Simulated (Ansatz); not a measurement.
## Σ5 (210) boundary in bcc W, starting shift (0.5, 0): structure and resistance

How much does the Σ5 (210) boundary in bcc W, starting shift (0.5, 0) reflect electrons?

Calculated with Ansatz 0.2.0; Ansatz plane-wave DFT, PBE, PAW files; relaxation of a bicrystal slab with its lowest layers held; PAW set soft_1, in the first sound run; inputs show where later runs differ.

## Step 1: The starting structure

The cell holds 27 atoms: 27 W. Its edges and angles: a = 7.077 Å, b = 3.165 Å, c = 30.457 Å, α = 90.0°, β = 90.0°, γ = 90.0°. It derives from W. built on the (2 1 0) plane; 2 overlapping atoms removed and the grains opened by 0.35 Å. Vacuum lies along c.

## Step 2: Relaxing the bicrystal

The boundary is built by mirroring the lower grain in the boundary plane and removing any atoms that overlap. A thin bicrystal slab is relaxed first, with the lowest layers held and the upper grain free to shift and open.

input.yaml reads:

```yaml
crystal:
  lattice:
    - [7.0767079352, 0.0, 0.0]
    - [0.0, 3.1648, 0.0]
    - [0.0, 0.0, 30.4571114245]
  atoms:
    - { symbol: W, position: [0.3999999999, 0.0, 0.1641652726] }
    - { symbol: W, position: [0.6999999999, 0.5, 0.1874002664] }
    - { symbol: W, position: [0.9999999999, 0.0, 0.2106352601] }
    - { symbol: W, position: [0.2999999999, 0.5, 0.2338702539] }
    - { symbol: W, position: [0.6, 0.0, 0.2571052476] }
    - { symbol: W, position: [0.9, 0.5, 0.2803402413] }
    - { symbol: W, position: [0.2, 0.0, 0.3035752351] }
    - { symbol: W, position: [0.5, 0.5, 0.3268102288] }
    - { symbol: W, position: [0.8, 0.0, 0.3500452226] }
    - { symbol: W, position: [0.1, 0.5, 0.3732802163] }
    - { symbol: W, position: [0.4, 0.0, 0.3965152101] }
    - { symbol: W, position: [0.7, 0.5, 0.4197502038] }
    - { symbol: W, position: [0.0, 0.0, 0.4429851976] }
    - { symbol: W, position: [0.2, 0.5, 0.4777117604] }
    - { symbol: W, position: [0.6, 0.5, 0.5241817479] }
    - { symbol: W, position: [0.3, 0.0, 0.5474167416] }
    - { symbol: W, position: [1.0, 0.5, 0.5706517354] }
    - { symbol: W, position: [0.7, 0.0, 0.5938867291] }
    - { symbol: W, position: [0.4, 0.5, 0.6171217229] }
    - { symbol: W, position: [0.1, 0.0, 0.6403567166] }
    - { symbol: W, position: [0.7999999999, 0.5, 0.6635917104] }
    - { symbol: W, position: [0.4999999999, 0.0, 0.6868267041] }
    - { symbol: W, position: [0.1999999999, 0.5, 0.7100616979] }
    - { symbol: W, position: [0.8999999999, 0.0, 0.7332966916] }
    - { symbol: W, position: [0.5999999999, 0.5, 0.7565316854] }
    - { symbol: W, position: [0.2999999999, 0.0, 0.7797666791] }
    - { symbol: W, position: [0.9999999999, 0.5, 0.8030016729] }
kpoints:
  mp_grid: { grid: [4, 7, 1] }
hamiltonian:
  xc: pbe
  pseudopotentials: { kind: paw, azcp: { folder: soft_1 } }
scf:
  occupations: { method: fermi_dirac, width: 0.1 }
relax:
  f_tol: 0.03
  max_steps: 80
  constraints: [{ sites: [0, 1, 2, 3, 4] }]
```

The run is started by

```
$ ansatz run input.yaml --threads 4 --pin off --max-ram 15360MiB --backend cpu --events-out ev --progress --plain --runs-dir out
```

Numbers of over 12 decimals in the logs are rounded to 6 here.

The log of the run:

```text
Engine: ansatz 0.2.0, x86_64-unknown-linux-gnu
Pseudopotentials: kind: paw
Pseudopotential: W, paw, valence charge 14, recommended cutoff 420 eV (normal), soft_1/W.paw.azcp
Functional definition: PBE
  parameter kappa = 0.804
  parameter beta = 0.066725
  exchange = pbe_x(kappa = kappa, mu = beta*pi^2/3)
  correlation = pbe_c(beta = beta)
Crystal: 27 atoms, lattice volume = 682.129 Å³
Basis set: ecut = 420 eV, 13337 PW (Γ), exchange–correlation on 96×48×432 points (8 copies of the dense FFT grid, shifted against one another)
Bands: 227, of which v1, the nominal top of the filled ones, is band 189 counted from 1 (188 counted from 0)
Symmetry: 2 space group operations
Space group: Pm (ITA 6), of the structure as read, at distance tolerance 8.8e-5 Å
k-points: 12 of 28 (time reversal used)
Non-local potential: W, projectors of the file, l = 0: 3, l = 1: 2, l = 2: 2, l = 3: 1
PAW form: soft (Blöchl's): semilocal exchange-correlation on the pseudo side does not see the compensation charge
PAW one-centre angular grid: W, 590 points (default); XC on 64 Gauss nodes
Initial density: superposition of atomic densities (neutral atoms: chi_scale 0, normalization atom)
Initial wavefunctions: pseudopotential atomic-orbital guess
Functional: x = pbe(κ = 0.804, μ = 0.219515), c = pbe(β = 0.066725)
SCF iter   1: F=—  HF=-280413.915032 eV  |F-HF|=—  |Δ(HF+E_count)|=         —  Δρ=5.80e-2  dr2=1.81e2  ethr=3.10e-3  ⟨swp⟩=8.5  Hψ=12105  notcnv=0
preconditioner: auto → LDOS  [metal: Δε(μ)=0.012 eV  Ē_g=4.975 eV  σ=0.100 eV  W_gap=0.03  n_scr=176 (ndim 8)  ℏωp=18.1 eV  f_vac=0.279  D(μ)=20.25/eV (n_scr^D=144)  β→1.0]
SCF iter   2: F=—  HF=-280406.842491 eV  |F-HF|=—  |Δ(HF+E_count)|=    7.07e0  Δρ=4.04e-2  dr2=9.75e1  ethr=3.10e-3  ⟨swp⟩=4.2  Hψ=7304  notcnv=0
SCF iter   3: F=—  HF=-280402.085639 eV  |F-HF|=—  |Δ(HF+E_count)|=    4.76e0  Δρ=8.49e-3  dr2=2.03e0  ethr=3.10e-3  ⟨swp⟩=3.6  Hψ=5790  notcnv=0  defer=4
SCF iter   4: F=—  HF=-280401.801550 eV  |F-HF|=—  |Δ(HF+E_count)|=   2.84e-1  Δρ=2.63e-3  dr2=9.55e-2  ethr=5.36e-4  ⟨swp⟩=2.8  Hψ=4477  notcnv=0  defer=1
SCF iter   5: F=—  HF=-280401.794105 eV  |F-HF|=—  |Δ(HF+E_count)|=   7.44e-3  Δρ=1.24e-3  dr2=4.94e-2  ethr=2.53e-5  ⟨swp⟩=3.0  Hψ=5300  notcnv=0  defer=1
SCF iter   6: F=—  HF=-280401.790683 eV  |F-HF|=—  |Δ(HF+E_count)|=   3.42e-3  Δρ=4.28e-4  dr2=6.94e-3  ethr=1.31e-5  ⟨swp⟩=2.0  Hψ=3445  notcnv=0  defer=1
SCF iter   7: F=—  HF=-280401.791809 eV  |F-HF|=—  |Δ(HF+E_count)|=   1.13e-3  Δρ=1.49e-4  dr2=3.73e-4  ethr=1.84e-6  ⟨swp⟩=2.2  Hψ=3729  notcnv=0  defer=1
SCF iter   8: F=—  HF=-280401.791821 eV  |F-HF|=—  |Δ(HF+E_count)|=   1.21e-5  Δρ=5.94e-5  dr2=5.37e-5  ethr=9.86e-8  ⟨swp⟩=2.8  Hψ=4253  notcnv=0  defer=1
SCF iter   9: F=-280401.791823 eV  HF=-280401.791827 eV  |F-HF|=3.34e-6  |Δ(HF+E_count)|=   5.55e-6  Δρ=1.96e-5  dr2=6.85e-6  ethr=5.95e-9  ⟨swp⟩=5.1  Hψ=8885  notcnv=0
SCF 1 converged in 9 iterations: F = -280401.791823 eV  dr2 = 6.85e-6
  greatest PAW one-centre occupation: 0.999 electrons in one spin orbital (limit 2), on the W atom at site 3 (counted from 0), in its partial waves of l = 0
relax step   1: F+E_penalty+E_count = -280401.79182324 eV  Δ(F+E_penalty+E_count) = +0.000e0 eV  max|allowed force component| = 4.841e0 eV/Å  Δτ_max = 0.0000 Å  (9 SCF iters, dr2 threshold 2.25e-5 eV, accepted)
Initial density: handed on by an earlier stage of this run
Initial wavefunctions: those handed on with the density
iter 1 solved again at ethr=1.00e-3 eV; its pass at ethr=3.10e-3 eV (dr2=3.79e0 eV) is discarded
SCF iter   1: F=—  HF=-280403.604200 eV  |F-HF|=—  |Δ(HF+E_count)|=         —  Δρ=1.23e-2  dr2=3.59e0  ethr=1.00e-3  ⟨swp⟩=1.8  Hψ=8940  notcnv=0
preconditioner: auto → LDOS  [metal: Δε(μ)=0.010 eV  Ē_g=4.566 eV  σ=0.100 eV  W_gap=0.02  n_scr=176 (ndim 8)  ℏωp=18.1 eV  f_vac=0.285  D(μ)=19.65/eV (n_scr^D=140)  β→1.0]
SCF iter   2: F=—  HF=-280403.366689 eV  |F-HF|=—  |Δ(HF+E_count)|=   2.38e-1  Δρ=5.36e-3  dr2=6.67e-1  ethr=9.49e-4  ⟨swp⟩=4.1  Hψ=4877  notcnv=0  defer=1
SCF iter   3: F=—  HF=-280403.287475 eV  |F-HF|=—  |Δ(HF+E_count)|=   7.92e-2  Δρ=1.85e-3  dr2=8.67e-2  ethr=1.76e-4  ⟨swp⟩=3.0  Hψ=4996  notcnv=0  defer=1
SCF iter   4: F=—  HF=-280403.275021 eV  |F-HF|=—  |Δ(HF+E_count)|=   1.25e-2  Δρ=4.16e-4  dr2=3.81e-3  ethr=2.29e-5  ⟨swp⟩=2.9  Hψ=4599  notcnv=0  defer=1
SCF iter   5: F=—  HF=-280403.274788 eV  |F-HF|=—  |Δ(HF+E_count)|=   2.33e-4  Δρ=1.23e-4  dr2=2.11e-4  ethr=1.01e-6  ⟨swp⟩=2.5  Hψ=4323  notcnv=0  defer=1
SCF iter   6: F=-280403.274815 eV  HF=-280403.274825 eV  |F-HF|=1.04e-5  |Δ(HF+E_count)|=   3.71e-5  Δρ=4.46e-5  dr2=2.84e-5  ethr=2.65e-8  ⟨swp⟩=2.9  Hψ=10309  notcnv=0
SCF 2 converged in 6 iterations: F = -280403.274815 eV  dr2 = 2.84e-5
  greatest PAW one-centre occupation: 0.999 electrons in one spin orbital (limit 2), on the W atom at site 23 (counted from 0), in its partial waves of l = 0
relax step   2: F+E_penalty+E_count = -280403.27481491 eV  Δ(F+E_penalty+E_count) = -1.483e0 eV  max|allowed force component| = 2.140e0 eV/Å  Δτ_max = 0.1947 Å  (6 SCF iters, dr2 threshold 1.00e-4 eV, accepted)
iter 1 solved again at ethr=3.93e-4 eV; its pass at ethr=3.10e-3 eV (dr2=1.48e0 eV) is discarded
SCF iter   1: F=—  HF=-280404.186251 eV  |F-HF|=—  |Δ(HF+E_count)|=         —  Δρ=7.74e-3  dr2=1.66e0  ethr=3.93e-4  ⟨swp⟩=1.8  Hψ=9259  notcnv=0  defer=2
eigensolver tolerance schedule calibrated: the retry pair's looser diagonalisation under-reported the residual by θ = 0.11 (0.12/decade); ethr = c·dr2/N_el runs at the constant in force after the calibration composes with the one it found (an armed cap, an earlier calibration), c = 7.3e-2
preconditioner: auto → LDOS  [metal: Δε(μ)=0.012 eV  Ē_g=4.561 eV  σ=0.100 eV  W_gap=0.03  n_scr=176 (ndim 8)  ℏωp=18.1 eV  f_vac=0.286  D(μ)=19.92/eV (n_scr^D=144)  β→1.0]
SCF iter   2: F=—  HF=-280404.100415 eV  |F-HF|=—  |Δ(HF+E_count)|=   8.58e-2  Δρ=3.17e-3  dr2=1.74e-1  ethr=3.19e-4  ⟨swp⟩=3.2  Hψ=4214  notcnv=0  defer=2
SCF iter   3: F=—  HF=-280404.079817 eV  |F-HF|=—  |Δ(HF+E_count)|=   2.06e-2  Δρ=1.22e-3  dr2=3.43e-2  ethr=3.34e-5  ⟨swp⟩=3.0  Hψ=5535  notcnv=0  defer=2
SCF iter   4: F=—  HF=-280404.074350 eV  |F-HF|=—  |Δ(HF+E_count)|=   5.47e-3  Δρ=2.89e-4  dr2=2.23e-3  ethr=6.59e-6  ⟨swp⟩=3.0  Hψ=4575  notcnv=0  defer=2
SCF iter   5: F=—  HF=-280404.074188 eV  |F-HF|=—  |Δ(HF+E_count)|=   1.62e-4  Δρ=7.71e-5  dr2=7.60e-5  ethr=4.29e-7  ⟨swp⟩=2.5  Hψ=4257  notcnv=0  defer=2
SCF iter   6: F=-280404.074181 eV  HF=-280404.074191 eV  |F-HF|=9.90e-6  |Δ(HF+E_count)|=   3.38e-6  Δρ=2.99e-5  dr2=1.44e-5  ethr=1.46e-8  ⟨swp⟩=4.9  Hψ=8167  notcnv=0
SCF 3 converged in 6 iterations: F = -280404.074181 eV  dr2 = 1.44e-5
relax step   3: F+E_penalty+E_count = -280404.07418145 eV  Δ(F+E_penalty+E_count) = -7.994e-1 eV  max|allowed force component| = 1.583e0 eV/Å  Δτ_max = 0.1995 Å  (6 SCF iters, dr2 threshold 1.00e-4 eV, accepted)
[... from here on, the SCF cycles and remarks between the steps are left out ...]
relax step   4: F+E_penalty+E_count = -280404.75631568 eV  Δ(F+E_penalty+E_count) = -6.821e-1 eV  max|allowed force component| = 8.523e-1 eV/Å  Δτ_max = 0.1961 Å  (6 SCF iters, dr2 threshold 1.00e-4 eV, accepted)
relax step   5: F+E_penalty+E_count = -280405.27610000 eV  Δ(F+E_penalty+E_count) = -5.198e-1 eV  max|allowed force component| = 5.883e-1 eV/Å  Δτ_max = 0.1948 Å  (6 SCF iters, dr2 threshold 1.00e-4 eV, accepted)
relax step   6: F+E_penalty+E_count = -280405.60991966 eV  Δ(F+E_penalty+E_count) = -3.338e-1 eV  max|allowed force component| = 2.396e-1 eV/Å  Δτ_max = 0.2000 Å  (6 SCF iters, dr2 threshold 1.00e-4 eV, accepted)
relax step   7: F+E_penalty+E_count = -280405.74554662 eV  Δ(F+E_penalty+E_count) = -1.356e-1 eV  max|allowed force component| = 4.184e-1 eV/Å  Δτ_max = 0.1933 Å  (8 SCF iters, dr2 threshold 9.52e-6 eV, accepted)
relax step   8: F+E_penalty+E_count = -280405.82745389 eV  Δ(F+E_penalty+E_count) = -8.191e-2 eV  max|allowed force component| = 2.929e-1 eV/Å  Δτ_max = 0.2000 Å  (7 SCF iters, dr2 threshold 2.90e-5 eV, accepted)
relax step   9: F+E_penalty+E_count = -280405.85395572 eV  Δ(F+E_penalty+E_count) = -2.650e-2 eV  max|allowed force component| = 1.266e-1 eV/Å  Δτ_max = 0.0918 Å  (6 SCF iters, dr2 threshold 4.20e-5 eV, accepted)
relax step  10: F+E_penalty+E_count = -280405.85597077 eV  Δ(F+E_penalty+E_count) = -2.015e-3 eV  max|allowed force component| = 1.696e-1 eV/Å  Δτ_max = 0.0393 Å  (6 SCF iters, dr2 threshold 3.00e-6 eV, accepted)
relax step  11: F+E_penalty+E_count = -280405.85826160 eV  Δ(F+E_penalty+E_count) = -2.291e-3 eV  max|allowed force component| = 1.190e-1 eV/Å  Δτ_max = 0.0531 Å  (6 SCF iters, dr2 threshold 5.37e-6 eV, accepted)
relax step  12: F+E_penalty+E_count = -280405.85955996 eV  Δ(F+E_penalty+E_count) = -1.298e-3 eV  max|allowed force component| = 5.965e-2 eV/Å  Δτ_max = 0.0264 Å  (5 SCF iters, dr2 threshold 6.97e-6 eV, accepted)
relax step  13: F+E_penalty+E_count = -280405.86016751 eV  Δ(F+E_penalty+E_count) = -6.076e-4 eV  max|allowed force component| = 4.986e-2 eV/Å  Δτ_max = 0.0184 Å  (7 SCF iters, accepted)
SCF iter   1: F=—  HF=-280405.859806 eV  |F-HF|=—  |Δ(HF+E_count)|=         —  Δρ=7.11e-4  dr2=2.49e-3  ethr=3.01e-5  ⟨swp⟩=2.8  Hψ=4636  notcnv=0  defer=3
preconditioner: auto → LDOS  [metal: Δε(μ)=0.010 eV  Ē_g=4.646 eV  σ=0.100 eV  W_gap=0.03  n_scr=176 (ndim 8)  ℏωp=18.1 eV  f_vac=0.303  D(μ)=18.30/eV (n_scr^D=114)  β→1.0]
SCF iter   2: F=—  HF=-280405.859593 eV  |F-HF|=—  |Δ(HF+E_count)|=   2.13e-4  Δρ=2.18e-4  dr2=4.41e-4  ethr=6.58e-7  ⟨swp⟩=2.2  Hψ=5185  notcnv=0  defer=3
SCF iter   3: F=—  HF=-280405.859502 eV  |F-HF|=—  |Δ(HF+E_count)|=   9.14e-5  Δρ=7.12e-5  dr2=7.98e-5  ethr=1.17e-7  ⟨swp⟩=3.0  Hψ=5108  notcnv=0  defer=3
SCF iter   4: F=—  HF=-280405.860514 eV  |F-HF|=—  |Δ(HF+E_count)|=   1.01e-3  Δρ=2.00e-5  dr2=4.28e-6  ethr=2.11e-8  ⟨swp⟩=3.2  Hψ=5036  notcnv=0  defer=3
SCF iter   5: F=—  HF=-280405.860513 eV  |F-HF|=—  |Δ(HF+E_count)|=   8.60e-7  Δρ=4.92e-6  dr2=2.10e-7  ethr=1.13e-9  ⟨swp⟩=2.4  Hψ=4949  notcnv=0  defer=3
SCF iter   6: F=—  HF=-280405.860513 eV  |F-HF|=—  |Δ(HF+E_count)|=   7.42e-8  Δρ=2.59e-6  dr2=1.12e-7  ethr=2.65e-11  ⟨swp⟩=5.2  Hψ=9462  notcnv=0
SCF iter   7: F=-280405.860513 eV  HF=-280405.860513 eV  |F-HF|=1.75e-9  |Δ(HF+E_count)|=   7.68e-9  Δρ=6.20e-7  dr2=5.17e-9  ethr=2.65e-11  ⟨swp⟩=4.5  Hψ=7775  notcnv=0
SCF 14 converged in 7 iterations: F = -280405.860513 eV  dr2 = 5.17e-9
relax step  14: F+E_penalty+E_count = -280405.86051285 eV  Δ(F+E_penalty+E_count) = -3.453e-4 eV  max|allowed force component| = 8.430e-3 eV/Å  Δτ_max = 0.0103 Å  (7 SCF iters, accepted)
SCF converged after 7 iterations
Free energy (F): -280405.860513 eV
Harris-Foulkes:  -280405.860513 eV  (|F-HF|=1.75e-9)
Internal energy: -280405.249411 eV  (E = F + TS)
E sigma→0 (E₀):  -280405.554962 eV
Entropy (-TS):   -0.611102 eV (-22.633 meV/atom)
Fermi energy:    12.471344 eV
--- Per-component energies (eV) ---
  E_band       = -5949.317720
  E_kinetic    = 11350.196663
  E_local      = -371460.561526  (includes V_loc(G=0)·N_el)
  E_nonlocal   = -680.250515
  E_hartree    = 182721.470425
  E_xc         = -7205.448075
  E_vxc        = -6216.254614  (∫ρ·V_xc dr)
  E_paw        = -231600.388027  (= ΣΔE_a)
  E_vpaw       = -4385.403354  (= ΣTr[D̂ρ^β])
  E_aug_tail   = 0.004022  (compensation charges beyond the density's cutoff)
  E_ewald      = 136469.727623
  E_smearing   = -0.611102  (= −TS)
  E_closure    = -0.000000  (closes the sum)
  Σ components = -280405.860513   (vs F -280405.860513, Δ=0.00e0)
--- Forces (eV/Å), atoms counted from 1 ---
  atom   1  W      0.70604811     0.00000000     1.79080512
  atom   2  W     -0.84684138     0.00000000     0.19743948
  atom   3  W     -0.12062738     0.00000000    -0.35005286
  atom   4  W      0.02467611     0.00000000    -1.06620424
  atom   5  W      0.23661015     0.00000000    -0.57298504
  atom   6  W     -0.00054510     0.00000000     0.00037594
  atom   7  W     -0.00247783     0.00000000    -0.00150258
  atom   8  W      0.00027823     0.00000000     0.00038384
  atom   9  W     -0.00025183     0.00000000    -0.00146953
  atom  10  W      0.00066048     0.00000000     0.00098061
  atom  11  W      0.00210722     0.00000000    -0.00271789
  atom  12  W     -0.00710759     0.00000000    -0.00086839
  atom  13  W      0.00186776     0.00000000     0.00146402
  atom  14  W     -0.00252208     0.00000000    -0.00136098
  atom  15  W      0.00169924     0.00000000     0.00275103
  atom  16  W      0.00842952     0.00000000    -0.00067072
  atom  17  W     -0.00013168     0.00000000    -0.00128624
  atom  18  W     -0.00351820     0.00000000    -0.00101253
  atom  19  W      0.00243997     0.00000000     0.00342836
  atom  20  W     -0.00043937     0.00000000     0.00413261
  atom  21  W     -0.00077321     0.00000000    -0.00068661
  atom  22  W     -0.00070174     0.00000000     0.00524009
  atom  23  W      0.00085068     0.00000000    -0.00236528
  atom  24  W     -0.00160615     0.00000000     0.00214209
  atom  25  W      0.00061103     0.00000000    -0.00405103
  atom  26  W     -0.00281358     0.00000000     0.00041636
  atom  27  W      0.00412900     0.00000000    -0.00232621
  max |Σ_I F_I| component: 5.04e-5 eV/Å
--- Relaxed structure (14 steps of the walk, 14 accepted, 0 SCFs on fresh bases) ---
  F+E_penalty+E_count = -280405.86051285 eV   max|allowed force component| = 8.430e-3 eV/Å
  atoms:
    - { symbol: W, position: [0.400000, 0.0, 0.1641652726] }
    - { symbol: W, position: [0.700000, 0.5, 0.187400] }
    - { symbol: W, position: [1.000000, 0.0, 0.2106352601] }
    - { symbol: W, position: [0.300000, 0.5, 0.233870] }
    - { symbol: W, position: [0.600000, 0.0, 0.2571052476] }
    - { symbol: W, position: [0.901635, 0.5, 0.280261] }
    - { symbol: W, position: [0.199577, 0.0, 0.304535] }
    - { symbol: W, position: [0.499911, 0.5, 0.326611] }
    - { symbol: W, position: [0.801025, 0.0, 0.350993] }
    - { symbol: W, position: [0.096566, 0.5, 0.376082] }
    - { symbol: W, position: [0.400007, 0.0, 0.394995] }
    - { symbol: W, position: [0.704777, 0.5, 0.420902] }
    - { symbol: W, position: [-0.00126033, 0.0, 0.451722] }
    - { symbol: W, position: [0.332925, 0.5, 0.463400] }
    - { symbol: W, position: [0.688400, 0.5, 0.505353] }
    - { symbol: W, position: [0.362718, 0.0, 0.531617] }
    - { symbol: W, position: [1.055315, 0.5, 0.548388] }
    - { symbol: W, position: [0.761737, 0.0, 0.575948] }
    - { symbol: W, position: [0.462689, 0.5, 0.599899] }
    - { symbol: W, position: [0.159799, 0.0, 0.621106] }
    - { symbol: W, position: [0.862682, 0.5, 0.644933] }
    - { symbol: W, position: [0.562539, 0.0, 0.670228] }
    - { symbol: W, position: [0.261589, 0.5, 0.691335] }
    - { symbol: W, position: [0.959619, 0.0, 0.716110] }
    - { symbol: W, position: [0.656641, 0.5, 0.739444] }
    - { symbol: W, position: [0.354260, 0.0, 0.760956] }
    - { symbol: W, position: [1.070377, 0.5, 0.779970] }
```

Run time: 6.2 min. Hardware: 4 threads of Intel Xeon Platinum 8559C (Emerald Rapids), shared host; peak memory 3.5 GiB; 23 min of CPU time.

Step by step:

```
step  energy less that of the first step (eV)  largest force component (eV/Å)
   1                                   0.0000                          4.8414
   2                                  -1.4830                          2.1405
   3                                  -2.2824                          1.5832
   4                                  -2.9645                          0.8523
   5                                  -3.4843                          0.5883
   6                                  -3.8181                          0.2396
   7                                  -3.9537                          0.4184
   8                                  -4.0356                          0.2929
   9                                  -4.0621                          0.1266
  10                                  -4.0641                          0.1696
  11                                  -4.0664                          0.1190
  12                                  -4.0677                          0.0596
  13                                  -4.0683                          0.0499
  14                                  -4.0687                          0.0084
```

Forces are held to the 2 operations that the run works with; a distortion that breaks them can't arise in this run.

The atoms that moved most (Å):

```
atom     dx     dy      dz  length
 W14  0.941  0.000  -0.436   1.037
 W27  0.498  0.000  -0.701   0.860
 W15  0.626  0.000  -0.573   0.849
 W17  0.391  0.000  -0.678   0.783
 W20  0.423  0.000  -0.586   0.723
 W21  0.444  0.000  -0.568   0.721
 W23  0.436  0.000  -0.570   0.718
 W18  0.437  0.000  -0.546   0.700
```

This step gave:

* free energy: -280405.8605 eV
* energy at zero smearing: -280405.5550 eV
* Fermi energy: 12.47 eV

The largest force component on a free atom ends at 0.0084 eV/Å, under the tolerance of 0.03, after 14 steps.

(Part 1 of 3 ends here.)

[Logs are printed without paths, hosts, clocks, repeated set-up lines and the standing remarks that a program may print on its own settings, such as how far it seeks lower states.]

[Hosts, paths, dates, database ids (printed as entryN), source tags and the programs' standing remarks are cut or masked in the printed files.]
